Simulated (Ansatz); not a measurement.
# Zn2SeS (Se on 50 % of the S sites, one arrangement): which shell does photoemission see at 21.2 and 40.8 eV? (LDA, PAW set soft_1)

The valence band of Zn2SeS (Se on 50 % of the S sites, one arrangement) mixes several shells. Work out by hand which one leads the spectrum's area at each photon energy.

Filled states come from the projected DOS of Ansatz 0.2.0 (LDA, plane waves); cross sections σ and asymmetry parameters β are those of free atoms in a Dirac–Hartree–Slater calculation. A shell's area is states × σ × angular factor, which is 1 + β·P₂(cos θ) for linear light, with θ = 30° from the polarisation and P₂ = 0.625.

**At 21.2 eV** (states counted from 11.2 eV below the zero; other shells add 0.57 to the products' sum of 171):

```
shell  filled states a cell  cross section (Mb an electron)     β  angular factor  product  share by hand (%)  share in the simulated spectrum (%)
Zn 3d                 79.19                           0.394  0.01            1.01     31.5                 18                                   18
Se 4p                 20.63                            2.04  1.83            2.14     90.3                 53                                   53
 S 3p                 20.76                            1.08  1.85            2.16     48.4                 28                                   28
```

**At 40.8 eV** (states counted from 15.0 eV below the zero; other shells add 5.4 to the products' sum of 70.6):

| shell | filled states a cell | cross section (Mb an electron) | β | angular factor | product | share by hand (%) | share in the simulated spectrum (%) |
| --- | --- | --- | --- | --- | --- | --- | --- |
| Zn 3d | 79.85 | 0.759 | -0.10 | 0.93 | 56.6 | 80 | 80 |
| Se 4p | 20.68 | 0.145 | 1.37 | 1.85 | 5.56 | 8 | 8 |
| S 3p | 20.80 | 0.136 | 0.09 | 1.06 | 3 | 4 | 4 |

Se 4p leads at 21.2 eV and Zn 3d at 40.8 eV. Between the two energies σ of Se 4p changes by a factor 0.071 and that of Zn 3d by 1.9, so their ratio moves 27-fold in favour of the second. The simulated spectrum uses the same rule on the energy-resolved DOS, so the two share columns agree within a few points.

Only crystals where the two columns agree within 4 points and the lead is clear are worked in this form. Free-atom cross sections ignore the solid's final states, no escape depth or background enters, and the count of states a shell hangs on the projection.

[Logs are printed without paths, hosts, clocks, repeated set-up lines and the standing remarks that a program may print on its own settings, such as how far it seeks lower states.]
